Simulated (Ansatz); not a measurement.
# Sr2CaTi3O9 (perovskite [001] superlattice) (P4mm): the gap up the ladder of methods

Aim: the gap of Sr2CaTi3O9 (perovskite [001] superlattice) (P4mm) at several levels of theory on one structure, with the time that each takes.

Main program and level: Ansatz 0.2.0; density functionals, hybrids and G0W0, plane waves, PAW.

The structure was built from a prototype and need not be the compound's stable phase.

### Step 1. The starting structure

It takes space group P4mm (No. 99, tetragonal). The conventional cell has a = 3.833 Å, b = 3.833 Å, c = 11.572 Å, α = 90.00°, β = 90.00°, γ = 90.00°. Nearest to Sr lie 12 O at 2.65 to 2.83 Å. Nearest to O lie 2 Ti at 1.86 to 2.03 Å and 4 Sr at 2.71 Å. Ti has 6 O at 1.85 to 2.03 Å nearest. O has 2 Ti at 1.92 Å and 4 Sr at 2.65 to 2.81 Å nearest. Nearest to Sr lie 12 O at 2.66 to 2.81 Å. Nearest to O lie 2 Ti at 1.85 to 2.03 Å and 4 Sr at 2.71 Å. It derives from SrTiO3. Farther neighbours and most contacts between anions are not listed.

The structure was relaxed with LDA. The runs that relaxed it are not among those shown.

The logs state that the PAW files were generated under PBE.

### Step 2. LDA on the 6×6×2 mesh

Levels along a band path and on the mesh show where this functional puts the band edges.

This step: DFT, LDA, plane waves, PAW; PAW set soft_1.

Input file input.yaml:

```yaml
crystal:
  lattice:
    - [3.8332940289, 0.0, 0.0]
    - [0.0, 3.8332940289, 0.0]
    - [0.0, 0.0, 11.5724503175]
  atoms:
    - { symbol: Sr, position: [0.0, 0.0, 0.0888685092] }
    - { symbol: O, position: [0.5, 0.5, 0.0805421152] }
    - { symbol: Ti, position: [0.5, 0.5, 0.2561651559] }
    - { symbol: O, position: [0.5, 0.0, 0.2470993584] }
    - { symbol: O, position: [0.0, 0.5, 0.2470993584] }
    - { symbol: Sr, position: [0.0, 0.0, 0.4250208297] }
    - { symbol: O, position: [0.5, 0.5, 0.4163779302] }
    - { symbol: Ti, position: [0.5, 0.5, 0.5916964269] }
    - { symbol: O, position: [0.5, 0.0, 0.5839199035] }
    - { symbol: O, position: [0.0, 0.5, 0.5839199035] }
    - { symbol: Ca, position: [0.0, 0.0, 0.7607153989] }
    - { symbol: O, position: [0.5, 0.5, 0.7499687] }
    - { symbol: Ti, position: [0.5, 0.5, 0.9195730861] }
    - { symbol: O, position: [0.5, 0.0, 0.9091378926] }
    - { symbol: O, position: [0.0, 0.5, 0.9091378926] }
kpoints:
  mp_grid: { grid: [6, 6, 2] }
  band_path:
    path:
      - [[0.0, 0.0, 0.0], [0.0, 0.5, 0.0], [0.5, 0.5, 0.0], [0.0, 0.0, 0.0], [0.0, 0.0, 0.5], [0.0, 0.5, 0.5], [0.5, 0.5, 0.5], [0.0, 0.0, 0.5]]
      - [[0.0, 0.5, 0.0], [0.0, 0.5, 0.5]]
      - [[0.5, 0.5, 0.0], [0.5, 0.5, 0.5]]
    npoints: 10
hamiltonian:
  xc: lda
  pseudopotentials: { kind: paw, azcp: { folder: soft_1 }, xc_functional: pbe }
scf:
  occupations: { method: fermi_dirac, width: 0.02 }
  n_extra_bands: 9
output:
  eigenvalues: true
  write_density: true
  write_potential: true
  elf: true
  volumetric_format: npy
```

Started as:

```sh
$ ansatz run input.yaml --threads 4 --pin off --max-ram 17510MiB --backend cpu --events-out ev --progress --plain --runs-dir out
```

Numbers of over 12 decimals in the logs are rounded to 6 here.

Log:

```text
scf.n_extra_bands = 9 over 60 filled bands (N_el = 120.0): the run solves 69 bands
Engine: ansatz 0.2.0, aarch64-unknown-linux-gnu
Pseudopotentials: kind: paw
Pseudopotential: Sr, paw, valence charge 10, recommended cutoff 420 eV (normal), soft_1/Sr.paw.azcp
Pseudopotential: O, paw, valence charge 6, recommended cutoff 420 eV (normal), soft_1/O.paw.azcp
Pseudopotential: Ti, paw, valence charge 12, recommended cutoff 420 eV (normal), soft_1/Ti.paw.azcp
Pseudopotential: Ca, paw, valence charge 10, recommended cutoff 420 eV (normal), soft_1/Ca.paw.azcp
Functional definition: SPW92
  exchange = slater_x
  correlation = pw_c
Crystal: 15 atoms, lattice volume = 170.047 Å³
Basis set: ecut = 420 eV, 3351 PW (Γ)
Bands: 69, of which v1, the nominal top of the filled ones, is band 60 counted from 1 (59 counted from 0)
Symmetry: 8 space group operations
Space group: P4mm (ITA 99), of the structure as read, at distance tolerance 5.5e-5 Å
k-points: 20 of 72
Non-local potential: Sr, projectors of the file, l = 0: 3, l = 1: 2, l = 2: 2
Non-local potential: O, projectors of the file, l = 0: 2, l = 1: 2, l = 2: 1
Non-local potential: Ti, projectors of the file, l = 0: 3, l = 1: 2, l = 2: 3, l = 3: 1
Non-local potential: Ca, projectors of the file, l = 0: 3, l = 1: 2, l = 2: 2
PAW form: soft (Blöchl's): semilocal exchange-correlation on the pseudo side does not see the compensation charge
PAW frozen core: Sr, regenerated for the run's functional, and the local potential with it (the file was generated under x = pbe(κ = 0.804, μ = 0.219515), c = pbe(β = 0.066725))
PAW frozen core: O, regenerated for the run's functional, and the local potential with it (the file was generated under x = pbe(κ = 0.804, μ = 0.219515), c = pbe(β = 0.066725))
PAW frozen core: Ti, regenerated for the run's functional, and the local potential with it (the file was generated under x = pbe(κ = 0.804, μ = 0.219515), c = pbe(β = 0.066725))
PAW frozen core: Ca, regenerated for the run's functional, and the local potential with it (the file was generated under x = pbe(κ = 0.804, μ = 0.219515), c = pbe(β = 0.066725))
PAW one-centre angular grid: Sr, 110 points (default); XC on 64 Gauss nodes
PAW one-centre angular grid: O, 110 points (default); XC on 64 Gauss nodes
PAW one-centre angular grid: Ti, 590 points (default); XC on 64 Gauss nodes
PAW one-centre angular grid: Ca, 110 points (default); XC on 64 Gauss nodes
Initial density: superposition of atomic densities (chi_scale 0.1, normalization cell, long waves kept (reshape's long-wave potential 0.26 eV rms))
Initial wavefunctions: pseudopotential atomic-orbital guess
Functional: x = slater, c = lda
SCF iter   1: F=—  HF=-21037.325109 eV  |F-HF|=—  |Δ(HF+E_count)|=         —  Δρ=5.33e-2  dr2=4.63e0  ethr=3.10e-3  ⟨swp⟩=12.1  Hψ=6972  notcnv=0
preconditioner: auto → Resta (q_TF=auto, 2.574 Å⁻¹)  ε∞=5.8  [insulator: Δε(μ)=1.334 eV  Ē_g=12.332 eV  σ=0.020 eV  W_gap=1.00  n_scr=56 (ndim 8)  ℏωp=27.0 eV  f_vac=0.000  D(μ)=0.00/eV (n_scr^D=0)  ε∞_Penn≈5.8]
SCF iter   2: F=—  HF=-21036.543830 eV  |F-HF|=—  |Δ(HF+E_count)|=   7.81e-1  Δρ=2.76e-2  dr2=1.49e0  ethr=3.10e-3  ⟨swp⟩=3.0  Hψ=2899  notcnv=0  defer=62
SCF iter   3: F=—  HF=-21036.246122 eV  |F-HF|=—  |Δ(HF+E_count)|=   2.98e-1  Δρ=9.24e-3  dr2=1.09e-1  ethr=1.24e-3  ⟨swp⟩=4.0  Hψ=2885  notcnv=0  defer=58
SCF iter   4: F=—  HF=-21036.228320 eV  |F-HF|=—  |Δ(HF+E_count)|=   1.78e-2  Δρ=2.62e-3  dr2=7.87e-3  ethr=9.05e-5  ⟨swp⟩=3.9  Hψ=2541  notcnv=0  defer=47
SCF iter   5: F=—  HF=-21036.228374 eV  |F-HF|=—  |Δ(HF+E_count)|=   5.48e-5  Δρ=4.15e-4  dr2=2.74e-4  ethr=6.56e-6  ⟨swp⟩=3.0  Hψ=2622  notcnv=0  defer=47
SCF iter   6: F=—  HF=-21036.228408 eV  |F-HF|=—  |Δ(HF+E_count)|=   3.40e-5  Δρ=1.43e-4  dr2=2.96e-5  ethr=2.28e-7  ⟨swp⟩=2.0  Hψ=2233  notcnv=0  defer=47
SCF iter   7: F=—  HF=-21036.228416 eV  |F-HF|=—  |Δ(HF+E_count)|=   7.97e-6  Δρ=7.81e-5  dr2=7.88e-6  ethr=2.47e-8  ⟨swp⟩=2.0  Hψ=2194  notcnv=0  defer=47
SCF iter   8: F=—  HF=-21036.228415 eV  |F-HF|=—  |Δ(HF+E_count)|=   1.42e-6  Δρ=1.22e-5  dr2=2.79e-7  ethr=6.56e-9  ⟨swp⟩=2.0  Hψ=2124  notcnv=0  defer=47
SCF iter   9: F=-21036.228415 eV  HF=-21036.228415 eV  |F-HF|=1.72e-8  |Δ(HF+E_count)|=   2.91e-8  Δρ=3.43e-6  dr2=2.47e-8  ethr=8.33e-11  ⟨swp⟩=11.7  Hψ=5142  notcnv=0
SCF 1 converged in 9 iterations: F = -21036.228415 eV  dr2 = 2.47e-8
[...]
NSCF: frozen V_eff on 93 k-points
SCF converged after 9 iterations
Free energy (F): -21036.228415 eV
Harris-Foulkes:  -21036.228415 eV  (|F-HF|=1.72e-8)
Internal energy: -21036.228415 eV  (E = F + TS)
E sigma→0 (E₀):  -21036.228415 eV
Fermi energy:    10.874044 eV
--- Per-component energies (eV) ---
  E_band       = -655.817876
  E_kinetic    = 3082.921776
  E_local      = -7317.847120  (includes V_loc(G=0)·N_el)
  E_nonlocal   = 1242.178240
  E_hartree    = 2574.895197
  E_xc         = -1464.590889
  E_vxc        = -1734.914356  (∫ρ·V_xc dr)
  E_paw        = -10349.681472  (= ΣΔE_a)
  E_vpaw       = -1077.948384  (= ΣTr[D̂ρ^β])
  E_aug_tail   = 0.006892  (compensation charges beyond the density's cutoff)
  E_ewald      = -8806.832619
  E_core_change = 2.721581  (= ΣΔE_core)
  E_smearing   = -0.000000  (= −TS)
  E_closure    = -0.000000  (closes the sum)
  Σ components = -21036.228415   (vs F -21036.228415, Δ=0.00e0)
--- Band table (eV; the first three rows and the last of 20) ---
  k-point 0: bands = [... 56 lower, 9.2827, 9.4539, 9.4539, 9.4569, 11.7798, 11.9040, 12.0101, 12.0101, ... 5 higher]
  k-point 1: bands = [... 56 lower, 9.3241, 9.3241, 9.4133, 9.4133, 11.7996, 11.8670, 12.0278, 12.5524, ... 5 higher]
  k-point 2: bands = [... 56 lower, 8.8786, 8.9593, 9.2516, 9.3590, 12.0460, 12.4047, 12.4785, 12.4865, ... 5 higher]
  k-point 19: bands = [... 56 lower, 9.8436, 9.8621, 9.8621, 9.9617, 14.0443, 14.0443, 14.1166, 14.1166, ... 5 higher]
```

It took 31 s on 4 threads of Arm Neoverse V1, shared host; peak memory 0.99 GiB.

The column dr2 measures how far the density is from self-consistency, as an energy; F and HF (Harris–Foulkes) agree once it is small.

This step gave:

```yaml
filled_bands: 60
gap: 1.818 eV
valence_top_at: A
conduction_bottom_at: Γ
least_direct_gap: 2.323 eV
```

Over mesh and path the gap is 1.818 eV, from k = (0.500, 0.500, 0.500) to k = Γ. The least direct gap found is 2.323 eV, at k = Γ.

### Step 3. LDA+SOC on the 6×6×2 mesh

This run has two-component orbitals with spin-orbit coupling.

This step: DFT, LDA with spin-orbit coupling, plane waves, PAW; PAW set soft_1.

input.yaml, the sections that differ from step 2:

```yaml
kpoints:
  mp_grid: { grid: [6, 6, 2] }
  band_path:
    path:
      - [0.0, 0.0, 0.0]
      - [0.0, 0.5, 0.0]
      - [0.5, 0.5, 0.0]
      - [0.0, 0.0, 0.5]
      - [0.0, 0.5, 0.5]
      - [0.5, 0.5, 0.5]
    npoints: 1
hamiltonian:
  xc: lda
  pseudopotentials: { kind: paw_fr, azcp: { folder: soft_1 }, xc_functional: pbe }
scf:
  occupations: { method: fixed }
  n_extra_bands: 18
magnetization:
  noncollinear: true
  spin_orbit: true
# crystal, output: as in step 2
```

Log:

```text
[...]
non-collinear run that drives no moment, with spin-orbit: no starting moment large enough to seed its density (crystal.atoms[].spin), no starting occupations that ask for one, no magnetisation constraint and no magnetic field, so the semilocal B_xc is pinned to zero
Crystal: 15 atoms, lattice volume = 170.047 Å³
Basis set: ecut = 420 eV, 3351 PW (Γ)
Bands: 138, of which v1, the nominal top of the filled ones, is band 120 counted from 1 (119 counted from 0)
Symmetry: 8 space group operations + 8 with time reversal
[...]
k-points: 20 of 72
Projection manifold: j_resolved (fully-relativistic pseudo-atomic orbitals)
[...]
SCF iter   1: F=—  HF=-21038.745802 eV  |F-HF|=—  |Δ(HF+E_count)|=         —  Δρ=5.34e-2  dr2=4.65e0  dr2_m=0.00e0 (ungated)  ethr=3.10e-3  |M|=0.00e0 ∫|m|=0.00e0 μB  |m|>n=0.0e0 m-floor=0.0e0 τ_xc=0.0e0  β_m=0.30  ⟨swp⟩=5.1  Hψ=11723  notcnv=0  defer=257
[...]
site 7: m = (+0.0000, +0.0000, +0.0000) μB, |m| = 0.0000 μB  (R = 0.76 Å)
[...]
site 11: m = (+0.0000, +0.0000, +0.0000) μB, |m| = 0.0000 μB  (R = 0.76 Å)
  site 12: m = (+0.0000, +0.0000, +0.0000) μB, |m| = 0.0000 μB  (R = 0.77 Å)
  site 13: m = (+0.0000, +0.0000, +0.0000) μB, |m| = 0.0000 μB  (R = 0.79 Å)
  site 14: m = (+0.0000, +0.0000, +0.0000) μB, |m| = 0.0000 μB  (R = 0.79 Å)
Free energy (F): -21037.647897 eV
[...]
Internal energy: -21037.647897 eV  (E = F + TS)
E sigma→0 (E₀):  -21037.647897 eV
Fermi energy:    9.959364 eV
[...]
--- Band table (eV; the first three rows and the last of 20) ---
  k-point 0: bands = [... 116 lower, 9.4711, 9.4711, 9.4723, 9.4723, 11.7767, 11.7767, 11.9013, 11.9013, ... 14 higher]
  k-point 1: bands = [... 116 lower, 9.3898, 9.3898, 9.4320, 9.4320, 11.7968, 11.7968, 11.8642, 11.8642, ... 14 higher]
  k-point 2: bands = [... 116 lower, 9.2438, 9.2482, 9.3537, 9.3665, 12.0412, 12.0448, 12.3991, 12.4034, ... 14 higher]
  k-point 19: bands = [... 116 lower, 9.8656, 9.8656, 9.9594, 9.9594, 14.0325, 14.0325, 14.0504, 14.0504, ... 14 higher]
[key lines of the parts left out:]
SCF converged after 11 iterations
Magnetization: |M| = 0.0000 μB,  M = (+0.0000, +0.0000, +0.0000) μB
```

Elapsed: 94 s, on 4 threads; peak memory 2.4 GiB; 6.1 min of CPU time.

Numbers from this step:

| Quantity | Value |
| --- | --- |
| gap | 1.817 eV |
| valence top at | A |
| conduction bottom at | Γ |
| least direct gap | 2.304 eV |

Over mesh and listed points the gap is 1.817 eV, from k = (0.500, 0.500, 0.500) to k = Γ. The least direct gap found is 2.304 eV, at k = Γ. LDA+SOC against LDA: 1.817 − 1.818 = −0.001 eV, with the same mesh, set of files (read in its fully relativistic form for the spin-orbit run) and cutoff, and both edges at the same k points. The spin-orbit run sees mesh and listed points alone, so its gap is an upper bound: the coupling can move an edge off these points, the more so as this crystal has no centre of inversion, and the change over the zone, its sign included where it is small, is not known.

### Step 4. HSE06 on the 4×4×2 mesh

HSE06 mixes in a quarter of exact exchange at short range.

This step: DFT, HSE06, plane waves, PAW; PAW set soft_1.

Changes to input.yaml since step 3:

```diff
@@ -22,3 +22,3 @@
 kpoints:
-  mp_grid: { grid: [6, 6, 2] }
+  mp_grid: { grid: [4, 4, 2] }
   band_path:
@@ -33,15 +33,8 @@
 hamiltonian:
-  xc: lda
-  pseudopotentials: { kind: paw_fr, azcp: { folder: soft_1 }, xc_functional: pbe }
+  xc: hse06
+  pseudopotentials: { kind: paw, azcp: { folder: soft_1 } }
 scf:
   occupations: { method: fixed }
-  n_extra_bands: 18
-magnetization:
-  noncollinear: true
-  spin_orbit: true
+  n_extra_bands: 9
 output:
   eigenvalues: true
-  write_density: true
-  write_potential: true
-  elf: true
-  volumetric_format: npy
```

Log:

```text
[...]
davidson cushion auto → on  (no smearing: the cushion is to keep the highest requested band from converging to the state above it; pin scf.eigensolver.cushion to override)
Crystal: 15 atoms, lattice volume = 170.047 Å³
Basis set: ecut = 420 eV, 3351 PW (Γ)
Bands: 69, of which v1, the nominal top of the filled ones, is band 60 counted from 1 (59 counted from 0)
Symmetry: 8 space group operations
[...]
k-points: 12 of 32
[...]
Fermi energy:    9.336649 eV
[...]
--- Band table (eV; the first three rows and the last of 12) ---
  k-point 0: bands = [... 56 lower, 8.5910, 8.7696, 8.7928, 8.7928, 12.7506, 12.8775, 12.9577, 12.9577, ... 5 higher]
  k-point 1: bands = [... 56 lower, 8.6472, 8.6472, 8.7398, 8.7398, 12.7745, 12.8347, 13.0087, 13.5179, ... 5 higher]
  k-point 2: bands = [... 56 lower, 8.4350, 8.4681, 8.5057, 8.5587, 13.0460, 13.9392, 13.9584, 13.9994, ... 5 higher]
  k-point 11: bands = [... 56 lower, 9.2086, 9.2274, 9.2274, 9.3366, 15.1747, 15.1747, 15.2530, 15.2530, ... 5 higher]
[key lines of the parts left out:]
Free energy (F): -21539.091304 eV
```

The job ended after 2.2 min (4 threads; peak memory 3 GiB).

This step gave:

| Property | Result |
| --- | --- |
| gap | 3.414 eV |
| valence top at | A |
| conduction bottom at | Γ |
| least direct gap | 3.958 eV |
| exact-exchange fraction | 0.25 |

Over mesh and listed points the gap is 3.414 eV, from k = (0.500, 0.500, 0.500) to k = Γ. The least direct gap found is 3.958 eV, at k = Γ. HSE06 against LDA: 3.414 − 1.818 = +1.596 eV. The runs also differ in mesh (6×6×2 and 4×4×2), so how much of this comes from the functional alone is not known.

(Part 1 of 2 ends here.)

[Paths, hosts, dates, memory and timing lines, banners, echoed tables and standing remarks are left out of the program output.]

[Logs are printed without paths, hosts, clocks, repeated set-up lines and the standing remarks that a program may print on its own settings, such as how far it seeks lower states.]

[Runs of the session that timed out or met a known fault of the program may be left out.]

[Cells called generated may have been cut or substituted from an entry of the Crystallography Open Database or the Materials Project.]

[Hosts, paths, dates, database ids (printed as entryN), source tags and the programs' standing remarks are cut or masked in the printed files.]

[Where an RPA ε∞ is given, it is that of the G0W0 mesh and is not shown converged in it. Names of k-points follow the symmetry that the program found, which can be lower than the space group named. Band edges on a path are those of the sampled points; other points can move an edge, and change direct to indirect where valleys lie close.]

[Hybrid gaps are those of their k-mesh and are not shown converged in it.]
